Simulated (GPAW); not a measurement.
# Ballistic transport through an Al chain with two Li atoms in line, from relaxation to T(E), part 2 of 2

Aim: the conductance of an Al chain with two Li atoms in line after relaxation, and whether geometry, basis or functional moves it most.

GPAW 26.7.0; GPAW LCAO, PAW setups; relaxation of the junction within the symmetry of its start, lead ends held (the session's first sound run).

So far, transmission at the Fermi level (one spin): step 3 (double-zeta polarised basis) 0.00109; step 4 (basis szp(dzp)) 0.00121; step 5 (basis sz(dzp)) 1.0e-5. Also open channels of the lead at the Fermi level (one spin): 2 in steps 3, 4 and 5.

**6. LDA in the dzp basis: xc = "LDA"**

Level of this step: GPAW LCAO, PAW setups; Landauer transmission from Green's functions with principal layers (ASE), zero bias (GPAW).

Back in the dzp basis, the functional changes from PBE to LDA, to set the spread between functionals beside that between bases.

The input, run.py:

```python
import json
import numpy as np
from ase import Atoms
from ase.transport.calculators import TransportCalculator
from gpaw import GPAW, FermiDirac
from gpaw.lcao.tools import get_lcao_hamiltonian
from scipy.linalg import eigh

# The junction with lead layers at both ends, along the third cell vector
device = Atoms(
    ['Al', 'Al', 'Al', 'Al', 'Al', 'Al', 'Al', 'Li', 'Li', 'Al', 'Al', 'Al', 'Al', 'Al', 'Al', 'Al'],
    positions=[
        [4.50000, 4.50000, 1.20000],
        [4.50000, 4.50000, 3.60000],
        [4.50000, 4.50000, 6.00000],
        [4.50000, 4.50000, 8.40000],
        [4.50000, 4.50000, 10.80000],
        [4.50000, 4.50000, 13.20000],
        [4.50000, 4.50000, 15.67622],
        [4.50000, 4.50000, 18.28422],
        [4.50000, 4.50000, 21.10238],
        [4.50000, 4.50000, 23.71038],
        [4.50000, 4.50000, 26.18660],
        [4.50000, 4.50000, 28.58660],
        [4.50000, 4.50000, 30.98660],
        [4.50000, 4.50000, 33.38660],
        [4.50000, 4.50000, 35.78660],
        [4.50000, 4.50000, 38.18660]],
    cell=[[9.0, 0.0, 0.0], [0.0, 9.0, 0.0], [0.0, 0.0, 39.3866]],
    pbc=True)

# One principal layer of the lead: the first 4 atoms of the device
lead = Atoms(
    ['Al', 'Al', 'Al', 'Al'],
    positions=[
        [4.50000, 4.50000, 1.20000],
        [4.50000, 4.50000, 3.60000],
        [4.50000, 4.50000, 6.00000],
        [4.50000, 4.50000, 8.40000]],
    cell=[[9.0, 0.0, 0.0], [0.0, 9.0, 0.0], [0.0, 0.0, 9.6]],
    pbc=True)

settings = dict(mode='lcao', basis='dzp', xc='LDA', h=0.2,
                occupations=FermiDirac(0.1), maxiter=250,
                mixer=dict(beta=0.1, nmaxold=8, weight=100.0),
                convergence=dict(density=0.0001))
energies = np.arange(-2, 2 + 1e-9, 0.025)
eta = 0.0001
n1, n2 = 1, 1
# k and -k transmit alike, so half of the mesh across the current serves
mesh = [(i, j) for i in range(n1) for j in range(n2) if (i, j) <= (-i % n1, -j % n2)]
weights = np.array([1 if (i, j) == (-i % n1, -j % n2) else 2 for i, j in mesh]) / (n1 * n2)

# [... helper functions left out ...]
fermi_lead = ground_state(lead, (1, 1, 12), 'lead.txt')
fermi_device = ground_state(device, (1, 1, 2), 'device.txt')
# [... loop over the mesh left out, but for ...]
        # Shift the lead onto the potential of the device's first layer
        shift = ((H[:, 0, 0] - H0[:, 0, 0]) / S0[0, 0]).real.mean()
# [...]
kT = 8.617333e-5 * 300
bias = [0.1, 0.2, 0.5, 1.0, 1.5, 2.0]
# [... integrals and printing left out ...]
```

Command:

```
> OMP_NUM_THREADS=1 OPENBLAS_NUM_THREADS=1 python run.py
```

The program printed:

```text
basis functions: device 192, principal layer 52
Fermi level: lead -3.2559 eV, device -3.0867 eV; lead shifted by 0.0060 eV
largest coupling past the next layer 1.29e-15 eV, largest misfit of the first layer 0.015 eV
  E-E_F (eV)   T (one spin)  channels
    -2.000    2.8555e-04    1.0000
    -1.975    3.1745e-04    1.0000
    -1.950    3.5288e-04    1.0000
[...]
1.975    7.6886e-02    3.0000
     2.000    7.9283e-02    3.0000
conductance at 300 K: 0.0012367 G0 a cell; thermopower -20.37 uV/K
current from the zero-bias T(E) at 0.1 V: 0.0095192 uA
current from the zero-bias T(E) at 0.2 V: 0.018686 uA
current from the zero-bias T(E) at 0.5 V: 0.042326 uA
current from the zero-bias T(E) at 1.0 V: 0.074647 uA
current from the zero-bias T(E) at 1.5 V: 0.11269 uA
current from the zero-bias T(E) at 2.0 V: 0.22317 uA
```

Wall time 98 s (1 thread of Arm Neoverse N1, shared host); peak memory 1.2 GiB.

This step gave:

```
conductance                                    : 0.001237 G₀
thermopower                                    : -20.37 μV/K
largest coupling past the next principal layer : 1.29e-15 eV
largest misfit of the first principal layer    : 0.01470 eV
shift that aligns the lead                     : 0.005967 eV
basis functions of the junction                : 192
basis functions of a principal layer           : 52
transmission at the Fermi level (one spin)     : 0.001261
```

The conductance, 0.00124 G₀, lies 16 % above that of the dzp run.

**7. The structure as built: geometry = "as built"**

The dzp basis with PBE on the structure as first built shows what the relaxation was worth.

run.py, as its differences from that of step 6:

```diff
@@ -18,6 +18,6 @@
         [4.50000, 4.50000, 13.20000],
-        [4.50000, 4.50000, 15.67622],
-        [4.50000, 4.50000, 18.28422],
-        [4.50000, 4.50000, 21.10238],
-        [4.50000, 4.50000, 23.71038],
+        [4.50000, 4.50000, 15.60000],
+        [4.50000, 4.50000, 18.21830],
+        [4.50000, 4.50000, 21.16830],
+        [4.50000, 4.50000, 23.78660],
         [4.50000, 4.50000, 26.18660],
@@ -42,3 +42,3 @@
 
-settings = dict(mode='lcao', basis='dzp', xc='LDA', h=0.2,
+settings = dict(mode='lcao', basis='dzp', xc='PBE', h=0.2,
                 occupations=FermiDirac(0.1), maxiter=250,
```

The program printed:

```text
basis functions: device 192, principal layer 52
Fermi level: lead -3.1259 eV, device -2.9771 eV; lead shifted by 0.0044 eV
largest coupling past the next layer 1.42e-15 eV, largest misfit of the first layer 0.012 eV
  E-E_F (eV)   T (one spin)  channels
    -2.000    3.6409e-04    1.0000
    -1.975    4.0051e-04    1.0000
    -1.950    4.4056e-04    1.0000
[...]
1.975    5.0386e-02    3.0000
     2.000    5.2315e-02    3.0000
conductance at 300 K: 0.00062985 G0 a cell; thermopower -15.51 uV/K
current from the zero-bias T(E) at 0.1 V: 0.0048411 uA
current from the zero-bias T(E) at 0.2 V: 0.0094621 uA
current from the zero-bias T(E) at 0.5 V: 0.020857 uA
current from the zero-bias T(E) at 1.0 V: 0.034567 uA
current from the zero-bias T(E) at 1.5 V: 0.049867 uA
current from the zero-bias T(E) at 2.0 V: 0.081573 uA
```

The job ended after 1.9 min (1 thread; peak memory 1.2 GiB).

This step gave:

```yaml
conductance: 6.30e-4 G₀
thermopower: -15.51 μV/K
largest_coupling_past_the_next_principal_layer: 1.42e-15 eV
largest_misfit_of_the_first_principal_layer: 0.01230 eV
shift_that_aligns_the_lead: 0.004359 eV
transmission_at_the_fermi_level_one_spin: 6.45e-4
```

The conductance, 6.3e-4 G₀, lies 41 % below that of the dzp run.

**8. Cost and result by level**

Times are for 1 thread of Arm Neoverse N1, shared host. The runs compared:

```tsv
no.	run	conductance (G₀)	time	memory (GiB)
1	dzp	0.001066	1.9 min	1.2
2	szp	0.001183	95 s	1.2
3	sz	1.01e-5	57 s	1.1
4	dzp LDA	0.001237	98 s	1.2
5	asbuilt	6.30e-4	1.9 min	1.2
```

**9. Comparison**

The curves are compared point by point over the common energies.

This step: comparison of transmission and cost over codes, levels and geometry (GPAW 26.7.0).

Ladder, by row:

```tsv
step	code	T at the Fermi level (sum over the listed spins)	conductance (G0)	r.m.s. T(E) from the first	wall time (s)	peak memory (GiB)	threads
dzp	GPAW	0.001087	0.001066	0	116.9	1.23	1
szp	GPAW	0.001207	0.001183	0.001981	95.22	1.2	1
sz	GPAW	1.03e-5	1.01e-5	0.06218	56.76	1.1	1
dzp-LDA	GPAW	0.001261	0.001237	0.003571	98.26	1.23	1
asbuilt	GPAW	6.45e-4	6.30e-4	0.00568	113.7	1.23	1
```

Table of transmission, zone mean, sum over the listed spins by energy, zero at the Fermi level:

```tsv
energy (eV)	dzp	szp	sz	dzp-LDA	asbuilt
-2.000	4.1e-4	3.2e-4	0.00628	2.9e-4	3.6e-4
-1.800	9.0e-4	6.4e-4	0.00699	6.7e-4	7.8e-4
-1.600	0.00204	0.00124	1.6e-8	0.00156	0.00166
-1.400	0.00412	7.3e-4	5.2e-8	0.00329	0.00293
-1.200	1.5e-7	6.9e-7	2.5e-11	6.6e-8	1.7e-8
-1.000	2.8e-10	3.9e-11	2.4e-12	3.8e-10	8.1e-10
-0.800	6.3e-12	1.9e-12	7.9e-13	7.3e-12	8.6e-12
-0.600	1.9e-12	5.2e-13	5.7e-13	2.0e-12	2.1e-12
-0.400	1.1e-11	4.5e-13	1.1e-7	1.0e-11	8.4e-12
-0.200	3.2e-4	3.8e-4	4.7e-6	3.7e-4	2.2e-4
0.000	0.00109	0.00121	1.0e-5	0.00126	6.4e-4
0.200	0.00134	0.00139	9.4e-6	0.00156	7.0e-4
0.400	0.00140	0.00136	7.2e-6	0.00161	6.6e-4
0.600	0.00166	0.00155	6.3e-6	0.00189	7.6e-4
0.800	0.00210	0.00360	0.0317	0.00238	9.7e-4
1.000	0.00641	0.0121	0.0617	0.0117	0.00402
1.200	0.0167	0.0200	0.0911	0.0224	0.0113
1.400	0.0274	0.0288	0.124	0.0335	0.0188
1.600	0.0394	0.0389	0.162	0.0464	0.0276
1.800	0.0535	0.0511	0.209	0.0614	0.0385
2.000	0.0701	0.0655	0.264	0.0793	0.0523
```

**10. A varied run**

One more run, with changed settings.

This step: GPAW LCAO, PAW setups; Landauer transmission from Green's functions with principal layers (ASE), zero bias (GPAW 26.7.0).

run.py, as its differences from that of step 7:

```diff
@@ -18,6 +18,6 @@
         [4.50000, 4.50000, 13.20000],
-        [4.50000, 4.50000, 15.60000],
-        [4.50000, 4.50000, 18.21830],
-        [4.50000, 4.50000, 21.16830],
-        [4.50000, 4.50000, 23.78660],
+        [4.50000, 4.50000, 15.67622],
+        [4.50000, 4.50000, 18.28422],
+        [4.50000, 4.50000, 21.10238],
+        [4.50000, 4.50000, 23.71038],
         [4.50000, 4.50000, 26.18660],
@@ -43,3 +43,3 @@
 settings = dict(mode='lcao', basis='dzp', xc='PBE', h=0.2,
-                occupations=FermiDirac(0.1), maxiter=250,
+                occupations=FermiDirac(0.1), maxiter=100,
                 mixer=dict(beta=0.1, nmaxold=8, weight=100.0),
@@ -47,3 +47,3 @@
 energies = np.arange(-2, 2 + 1e-9, 0.025)
-eta = 0.0001
+eta = 0.5
 n1, n2 = 1, 1
```

The program printed:

```text
basis functions: device 192, principal layer 52
Fermi level: lead -3.1259 eV, device -2.9660 eV; lead shifted by 0.0048 eV
largest coupling past the next layer 1.42e-15 eV, largest misfit of the first layer 0.014 eV
  E-E_F (eV)   T (one spin)  channels
    -2.000    3.3056e-05    1.0000
    -1.975    3.3093e-05    1.0000
    -1.950    3.3136e-05    1.0000
    -1.925    3.3187e-05    1.0000
    -1.900    3.3245e-05    1.0000
    -1.875    3.3311e-05    1.0000
    -1.850    3.3386e-05    1.0000
    -1.825    3.3470e-05    1.0000
    -1.800    3.3562e-05    1.0000
    -1.775    3.3662e-05    1.0000
    -1.750    3.3770e-05    1.0000
    -1.725    3.3884e-05    1.0000
    -1.700    3.4004e-05    1.0000
    -1.675    3.4128e-05    1.0000
    -1.650    3.4254e-05    1.0000
    -1.625    3.4380e-05    1.0000
[...]
1.825    3.6603e-04    3.0000
     1.850    3.8708e-04    3.0000
     1.875    4.0894e-04    3.0000
     1.900    4.3162e-04    3.0000
     1.925    4.5518e-04    3.0000
     1.950    4.7964e-04    3.0000
     1.975    5.0504e-04    3.0000
     2.000    5.3142e-04    3.0000
conductance at 300 K: 1.6345e-05 G0 a cell; thermopower 1.71 uV/K
current from the zero-bias T(E) at 0.1 V: 0.00012664 uA
current from the zero-bias T(E) at 0.2 V: 0.00025324 uA
current from the zero-bias T(E) at 0.5 V: 0.00063268 uA
current from the zero-bias T(E) at 1.0 V: 0.0012682 uA
current from the zero-bias T(E) at 1.5 V: 0.0019348 uA
current from the zero-bias T(E) at 2.0 V: 0.0027454 uA
```

Run time: 1.9 min. Hardware: 1 thread; peak memory 1.2 GiB.

The run finished. A setting was moved off its sound value on purpose, so it serves as a test and not as the result.

The fault put into the input: a broadening of tenths of an eV (eta = 0.5).

Side by side:

```tsv
quantity	this run	sound run	difference
conductance (G₀)	1.635e-5	0.0010657	-0.00105
thermopower (μV/K)	1.7095	-20.244	22.0
transmission at the Fermi level (one spin)	1.635e-5	0.0010868	-0.00107
```

The thermopower changes sign: 1.71 μV/K against -20.2 μV/K.

**11. Outcome**

```yaml
conductance: 0.00107 G₀
transmission_at_the_fermi_level_mean_of_the_spins: 0.00109
thermopower: -20.2 μV/K
open_channels_of_the_lead_there: 2
```

**Reading.** In the dzp basis the junction conducts 0.00107 G₀ at 300 K, with T = 0.00109 a spin at the Fermi level; no smaller basis tried comes within 10 % of that conductance. Relaxation moved atoms by up to 0.076 Å and took the conductance from 6.3e-4 to 0.00107 G₀, as a ratio a smaller change than the step from dzp to the minimal basis. The junction is in the tunnelling regime at the Fermi level. The negative thermopower says that the thermally weighted transmission is larger above the Fermi level, as for electron-like transport. Measured against the first run (dzp), the nearest curve is that of szp (r.m.s. 0.0020) and the farthest that of sz (0.062). Over the compared runs wall time goes from 57 s (sz) to 117 s (dzp), on a shared host. The leads kept an estimated spacing and the cell its length, so the junction may be under some tension or compression. The geometry comes from the orbital basis, which tends to overbind, and kept the symmetry of the start, so a structure of lower symmetry may lie lower. An evenly spaced straight chain is an idealisation: free chains tend to dimerise, zigzag or, where a band edge lies near the Fermi level, turn magnetic. The currents use the zero-bias T(E) throughout, which holds only while the bias is small against the distance to the nearest feature.

[Logs are printed without paths, hosts, clocks, repeated set-up lines and the standing remarks that a program may print on its own settings, such as how far it seeks lower states.]

[Hosts, paths, dates, database ids (printed as entryN), source tags and the programs' standing remarks are cut or masked in the printed files.]
